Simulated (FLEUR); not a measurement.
## GdBi: parallel and opposed starts

Aim: find out whether GdBi carries moments, and which collinear order costs least.

Method: LDA (VWN) with U = 4.02 eV, J = 0.7 eV on Gd f; all-electron FLAPW, Dirac cores, scalar-relativistic bands, in FLEUR MaX-R8.1.

### 1. The starting structure

It takes space group Fm-3m (No. 225, cubic). The conventional cell has a = 6.388 Å, b = 6.388 Å, c = 6.388 Å, α = 90.00°, β = 90.00°, γ = 90.00°. Gd has 6 Bi at 3.19 Å nearest. Nearest to Bi lie 6 Gd at 3.19 Å. Farther neighbours are not listed.

As a file:

```xyz
2
Lattice="0.0000 3.1941 3.1941 3.1941 0.0000 3.1941 3.1941 3.1941 0.0000" Properties=species:S:1:pos:R:3 pbc="T T T"
Gd    0.0000    0.0000    0.0000
Bi    3.1941    3.1941    3.1941
```

The cell comes from a database of computed structures and need not be the stable phase.

### 2. Run 1 (ferro +)

The parallel start comes first: it shows whether parallel moments hold. A Hubbard U acts on the open shell, since semilocal functionals spread its electrons too much.

The file n_mmp_mat seeds the f occupations with whole cubic orbitals by Hund's first rule, so that the U acts from the first pass. inpgen writes inp.xml from crystal.txt; cutoffs, mixing, functional, smearing and local orbitals are then set in the file. The k list default-1 (kpts.xml, not shown) is a Γ-centred 8×8×8 mesh; where the ranks do not divide the number of points, some are split in two of half the weight.

Contents of inp.xml:

```
<?xml version="1.0" encoding="UTF-8" standalone="no"?>
<fleurInput fleurInputVersion="0.39">
   <comment>
      GdBi
   </comment>
   <calculationSetup>
      <cutoffs Kmax="3.6" Gmax="10.8" GmaxXC="10.8" numbands="0"/>
      <scfLoop itmax="130" minDistance="0.0001" maxIterBroyd="15" imix="Anderson" alpha="0.05" precondParam="0.0" spinf="2.0" sdNocoIR="T"/>
      <coreElectrons ctail="T" frcor="F" kcrel="0" coretail_lmax="0"/>
      <xcFunctional name="vwn" relativisticCorrections="F"/>
      <magnetism jspins="2"/>
      <soc l_soc="F" theta="0.0" phi="0.0" spav="F"/>
      <expertModes spex="0" secvar="F"/>
      <geometryOptimization l_f="F" forcealpha="1.0" forcemix="BFGS" epsdisp="0.00001" epsforce="0.00001"/>
      <ldaU l_linMix="F" mixParam="0.05" spinf="1.0"/>
   </calculationSetup>
   <cell>
      <bzIntegration valenceElectrons="33.0" mode="hist" fermiSmearingEnergy="0.00293995">
         <kPointListSelection listName="default-1"/>
         <xi:include xmlns:xi="http://www.w3.org/2001/XInclude" href="kpts.xml"> </xi:include>
      </bzIntegration>
      <xi:include xmlns:xi="http://www.w3.org/2001/XInclude" href="sym.xml"> </xi:include>
      <bulkLattice scale="1.0">
         <bravaisMatrix>
            <row-1>    0.0000000000000000     6.0360663268281591     6.0360663268281591</row-1>
            <row-2>    6.0360663268281591     0.0000000000000000     6.0360663268281591</row-2>
            <row-3>    6.0360663268281591     6.0360663268281591     0.0000000000000000</row-3>
         </bravaisMatrix>
      </bulkLattice>
   </cell>
   <atomSpecies>
      <species name="Gadolinium7.001" element="Gd" atomicNumber="64">
         <mtSphere radius="2.8" gridPoints="925" logIncrement="0.014"/>
         <atomicCutoffs lmax="10" lnonsphr="8"/>
         <electronConfig flipSpins="F">
            <coreConfig>(1s1/2) (2s1/2) (2p1/2) (2p3/2) (3s1/2) (3p1/2) (3p3/2) (4s1/2) (3d3/2) (3d5/2) (4p1/2) (4p3/2) (4d3/2) (4d5/2)</coreConfig>
            <valenceConfig>(5s1/2) (5p1/2) (5p3/2) (6s1/2) (4f5/2) (4f7/2) (5d3/2) (5d5/2)</valenceConfig>
            <stateOccupation state="(4f5/2)" spinUp="2.5005" spinDown="0.4995"/>
            <stateOccupation state="(4f7/2)" spinUp="4.0" spinDown="0.0"/>
            <stateOccupation state="(5d3/2)" spinUp="0.4" spinDown="0.0"/>
            <stateOccupation state="(5d5/2)" spinUp="0.6" spinDown="0.0"/>
         </electronConfig>
         <energyParameters s="6" p="6" d="5" f="4"/>
         <ldaU l="3" U="4.02" J="0.7" l_amf="F"/>
         <lo type="SCLO" l="0" n="5" eDeriv="0"/>
         <lo type="SCLO" l="1" n="5" eDeriv="0"/>
      </species>
      <species name="Bismuth (Bi)" element="Bi" atomicNumber="83">
         <mtSphere radius="2.8" gridPoints="925" logIncrement="0.015"/>
         <atomicCutoffs lmax="10" lnonsphr="8"/>
         <electronConfig flipSpins="F">
            <coreConfig>(1s1/2) (2s1/2) (2p1/2) (2p3/2) (3s1/2) (3p1/2) (3p3/2) (4s1/2) (3d3/2) (3d5/2) (4p1/2) (4p3/2) (5s1/2) (4d3/2) (4d5/2) (5p1/2) (5p3/2) (4f5/2) (4f7/2)</coreConfig>
            <valenceConfig>(6s1/2) (5d3/2) (5d5/2) (6p1/2) (6p3/2)</valenceConfig>
            <stateOccupation state="(6p1/2)" spinUp="0.500000" spinDown="0.500000"/>
            <stateOccupation state="(6p3/2)" spinUp="1.000000" spinDown="1.000000"/>
         </electronConfig>
         <energyParameters s="6" p="6" d="6" f="5"/>
         <lo type="SCLO" l="2" n="5" eDeriv="0"/>
      </species>
   </atomSpecies>
   <atomGroups>
      <atomGroup species="Gadolinium7.001">
         <relPos label="                   1">.0000000000 .0000000000 .0000000000</relPos>
         <force calculate="T" relaxXYZ="TTT"/>
      </atomGroup>
      <atomGroup species="Bismuth (Bi)">
         <relPos label="                   2">1.000/2.000 1.000/2.000 1.000/2.000</relPos>
         <force calculate="T" relaxXYZ="TTT"/>
      </atomGroup>
   </atomGroups>
   <output dos="F" band="F" slice="F">
      <bandDOS minEnergy="-.5*Htr" maxEnergy="0.5*Htr" sigma="0.015" storeEVData="T"/>
      <plotting iplot="0" polar="F">
         <plot TwoD="T" vec1="  1.0  0.0  0.0" vec2="  0.0  1.0  0.0" vec3="  0.0  0.0  1.0" zero="  0.0  0.0  0.0" file="plot"/>
      </plotting>
      <moessbauerParams electricFieldGradient="F" isomerShift="F" coreHyperfine="F" valenceHyperfine="F"/>
   </output>
</fleurInput>
```

Contents of crystal.txt:

```
GdBi
&input film=F cartesian=F /
0.00000000000  3.19414874370  3.19414874370
3.19414874370  0.00000000000  3.19414874370
3.19414874370  3.19414874370  0.00000000000
1.8897261246
1.0 1.0 1.0

2
64 0.00000000000  0.00000000000  0.00000000000 : 7.001
83 0.50000000000  0.50000000000  0.50000000000

&kpt div1=8 div2=8 div3=8 gamma=T /
```

Started as:

```bash
> OMP_NUM_THREADS=1 inpgen -f crystal.txt > inpgen.log  # inp.xml is then edited as shown
> OMP_NUM_THREADS=1 mpirun -n 4 fleur_MPI > fleur.log
```

What it wrote:

```text
Welcome to FLEUR        (www.flapw.de)
      MaX-Release 8.1          (www.max-centre.eu)

 ========== k-point set info ==========
 Selected k-point list: default-1
 k-point list type: mesh
 0 x 0 x 0
 Number of k points: 32

 ------------Calculation Setup---------------------------
 Number of MPI-tasks      :            4
 Number of PE/node        :            4
 Number of OMP-threads    :            1
 k-points in parallel     :            4
 pe's per k-point         :            1
 No of k-point loops      :            8
 Eigenvalue solver        :       lapack
 Number of basis functions:          380
 Approximate size of matrices (H+S) per k-point:         0.002 GB
 --------------------------------------------------------
 Iteration:     1   Distance:      18.73352955 me/bohr^3
 Iteration:     2   Distance:      17.86513630 me/bohr^3
 Iteration:     3   Distance:       5.71003023 me/bohr^3
 Iteration:     4   Distance:       8.10269634 me/bohr^3
 Iteration:     5   Distance:       1.23736457 me/bohr^3
 Iteration:     6   Distance:       1.00772547 me/bohr^3
 Iteration:     7   Distance:       0.37041132 me/bohr^3
 Iteration:     8   Distance:       0.36577050 me/bohr^3
 Iteration:     9   Distance:       0.27250214 me/bohr^3
 Iteration:    10   Distance:       0.25115486 me/bohr^3
 Iteration:    11   Distance:       0.20227405 me/bohr^3
 Iteration:    12   Distance:       0.12317903 me/bohr^3
 Iteration:    13   Distance:       0.12154073 me/bohr^3
 Iteration:    14   Distance:       0.04404954 me/bohr^3
 Iteration:    15   Distance:       0.00418659 me/bohr^3
 Iteration:    16   Distance:       0.00343733 me/bohr^3
 Iteration:    17   Distance:       0.00323009 me/bohr^3
 Iteration:    18   Distance:       0.00058611 me/bohr^3
 Iteration:    19   Distance:       0.00020683 me/bohr^3
 Iteration:    20   Distance:       0.00020557 me/bohr^3
 Iteration:    21   Distance:       0.00003648 me/bohr^3

 ********************************************************************
 Run finished successfully
 Stop message:
   all done
 ********************************************************************

--- out.xml (last complete iteration) ---
<iteration numberForCurrentRun="   21" overallNumber="   21">
         [... left out ...]
         <bandgap value="0.0000000000" units="eV"/>
         <sumValenceSingleParticleEnergies value="-10.2188240229" units="Htr"/>
         <FermiEnergy value="0.2679519115" units="Htr"/>
         <valenceDensity>
            <mtCharges spin="1">
               <mtCharge atomType="1" total="11.4807823" s="1.0752381" p="2.9823744" d="0.4524893" f="6.9688980"/>
               <mtCharge atomType="2" total="6.7402136" s="0.7733068" p="0.9906589" d="4.9693668" f="0.0053498"/>
            </mtCharges>
            <mtCharges spin="2">
               <mtCharge atomType="1" total="4.4399173" s="1.0678940" p="2.9628121" d="0.3458528" f="0.0614848"/>
               <mtCharge atomType="2" total="6.8045290" s="0.7778986" p="1.0554504" d="4.9656815" f="0.0043204"/>
            </mtCharges>
            <spinDependentCharge spin="1" total="20.0060643" interstitial="1.7850683" mtSpheres="18.2209959"/>
            <spinDependentCharge spin="2" total="12.9939357" interstitial="1.7494894" mtSpheres="11.2444463"/>
            <totalCharge value="33.0000000000"/>
         </valenceDensity>
         [... left out ...]
         <allElectronCharges>
            <spinDependentCharge spin="1" total="77.0060642" interstitial="1.7854199" mtSpheres="75.2206443"/>
            <spinDependentCharge spin="2" total="69.9939357" interstitial="1.7498430" mtSpheres="68.2440927"/>
            <totalCharge value="146.9999999783"/>
         </allElectronCharges>
         <magneticMomentsInMTSpheres units="muBohr">
            <globalMagMoment atomType="1" vec="0.00000   0.00000   7.04087"/>
            <localMagMoment atomType="1" vec="0.00000   0.00000   7.04087"/>
            <globalMagMoment atomType="2" vec="0.00000   0.00000  -0.06431"/>
            <localMagMoment atomType="2" vec="0.00000   0.00000  -0.06431"/>
         </magneticMomentsInMTSpheres>
         <moessbauerParams unitsHFF="kG" unitsIS="e/bohr^3" unitsEFG="Htr/bohr^2">
         </moessbauerParams>
         <totalEnergy value="   -32843.1780192722" units="Htr">
            <sumOfEigenvalues value="   -20303.8364851291">
               <coreElectrons value="-20293.6176611062"/>
               <valenceElectrons value="-10.2188240229"/>
            </sumOfEigenvalues>
            <densityCoulombPotentialIntegral value="-56983.7052054913"/>
            <densityEffectivePotentialIntegral value="-57819.9900371886"/>
            <chargeDenXCDenIntegral value="-630.0008446257"/>
            <FockExchangeEnergyValence value="0.0000000000"/>
            <FockExchangeEnergyCore value="0.0000000000"/>
            <atomTypeDependentContributions atomType="1">
               <electronNucleiInteractionDifferentMTs value="13835.0019280970"/>
               <MadelungTerm value="-30.5268564073"/>
            </atomTypeDependentContributions>
            <atomTypeDependentContributions atomType="2">
               <electronNucleiInteractionDifferentMTs value="27339.3514999716"/>
               <MadelungTerm value="-33.0211238384"/>
            </atomTypeDependentContributions>
            <dftUCorrection value="-0.4232843540"/>
            <tkbTimesEntropy value="0.0002878236"/>
            <freeEnergy value="-32843.1783070958"/>
            <extrapolationTo0K value="-32843.1781631840"/>
         </totalEnergy>
         <ldaUDensityMatrix>
            <densityMatrixFor spin="1" atomType="1" uIndex="1" l="3" U="4.02000000" J="0.70000000">
               (+0.99579,+0.00000) (+0.00000,+0.00000) (+0.00000,+0.00000) (+0.00000,+0.00000) (+0.00044,+0.00000) (+0.00000,+0.00000) (+0.00000,+0.00000)
               (+0.00000,+0.00000) (+0.99502,+0.00000) (+0.00000,+0.00000) (+0.00000,+0.00000) (+0.00000,+0.00000) (+0.00020,+0.00000) (+0.00000,+0.00000)
               (+0.00000,+0.00000) (+0.00000,+0.00000) (+0.99557,+0.00000) (+0.00000,+0.00000) (+0.00000,+0.00000) (+0.00000,+0.00000) (+0.00044,+0.00000)
               (+0.00000,+0.00000) (+0.00000,+0.00000) (+0.00000,+0.00000) (+0.99613,+0.00000) (+0.00000,+0.00000) (+0.00000,+0.00000) (+0.00000,+0.00000)
               (+0.00044,+0.00000) (+0.00000,+0.00000) (+0.00000,+0.00000) (+0.00000,+0.00000) (+0.99557,+0.00000) (+0.00000,+0.00000) (+0.00000,+0.00000)
               (+0.00000,+0.00000) (+0.00020,+0.00000) (+0.00000,+0.00000) (+0.00000,+0.00000) (+0.00000,+0.00000) (+0.99502,+0.00000) (+0.00000,+0.00000)
               (+0.00000,+0.00000) (+0.00000,+0.00000) (+0.00044,+0.00000) (+0.00000,+0.00000) (+0.00000,+0.00000) (+0.00000,+0.00000) (+0.99579,+0.00000)
            </densityMatrixFor>
            <densityMatrixFor spin="2" atomType="1" uIndex="1" l="3" U="4.02000000" J="0.70000000">
               (+0.01133,+0.00000) (+0.00000,+0.00000) (+0.00000,+0.00000) (+0.00000,+0.00000) (+0.00463,+0.00000) (+0.00000,+0.00000) (+0.00000,+0.00000)
               (+0.00000,+0.00000) (+0.00302,+0.00000) (+0.00000,+0.00000) (+0.00000,+0.00000) (+0.00000,+0.00000) (+0.00233,+0.00000) (+0.00000,+0.00000)
               (+0.00000,+0.00000) (+0.00000,+0.00000) (+0.00894,+0.00000) (+0.00000,+0.00000) (+0.00000,+0.00000) (+0.00000,+0.00000) (+0.00463,+0.00000)
               (+0.00000,+0.00000) (+0.00000,+0.00000) (+0.00000,+0.00000) (+0.01492,+0.00000) (+0.00000,+0.00000) (+0.00000,+0.00000) (+0.00000,+0.00000)
               (+0.00463,+0.00000) (+0.00000,+0.00000) (+0.00000,+0.00000) (+0.00000,+0.00000) (+0.00894,+0.00000) (+0.00000,+0.00000) (+0.00000,+0.00000)
               (+0.00000,+0.00000) (+0.00233,+0.00000) (+0.00000,+0.00000) (+0.00000,+0.00000) (+0.00000,+0.00000) (+0.00302,+0.00000) (+0.00000,+0.00000)
               (+0.00000,+0.00000) (+0.00000,+0.00000) (+0.00463,+0.00000) (+0.00000,+0.00000) (+0.00000,+0.00000) (+0.00000,+0.00000) (+0.01133,+0.00000)
            </densityMatrixFor>
         </ldaUDensityMatrix>
         <ldaUDensityMatrixConvergence>
            <distance spin="1" distance="0.000000"/>
            <distance spin="2" distance="0.000001"/>
         </ldaUDensityMatrixConvergence>
         <densityConvergence units="me/bohr^3">
            <chargeDensity spin="1" distance="0.0000204678"/>
            <chargeDensity spin="2" distance="0.0000239965"/>
            <overallChargeDensity distance="0.0000256631"/>
            <spinDensity distance="0.0000364819"/>
         </densityConvergence>
      </iteration>
```

It took 20 s on 4 MPI ranks of Arm Neoverse V2, shared host; peak memory 0.23 GiB.

This step gave:

```yaml
free_energy: -893708.4105 eV
program_s_band_gap_on_this_mesh_in_a_metal_only_a_level_spacing: 0 eV
magnetization: 7.012 μB
final_state: ferromagnetic, with opposed induced moments
largest_moment: 7.041 μB
```

After 21 cycles the largest moment stands at 7.04 μB.

[end of part 1 of 2]

[Logs and program files are shortened in this print: banners, set-up blocks, solver, clock and traceback lines can be left out without a mark of their own.]

[Logs are printed without paths, hosts, clocks, repeated set-up lines and the standing remarks that a program may print on its own settings, such as how far it seeks lower states.]

[Hosts, paths, dates, database ids (printed as entryN), source tags and the programs' standing remarks are cut or masked in the printed files.]

[Where a cell is said to come from a database of computed structures, the database is the Materials Project.]
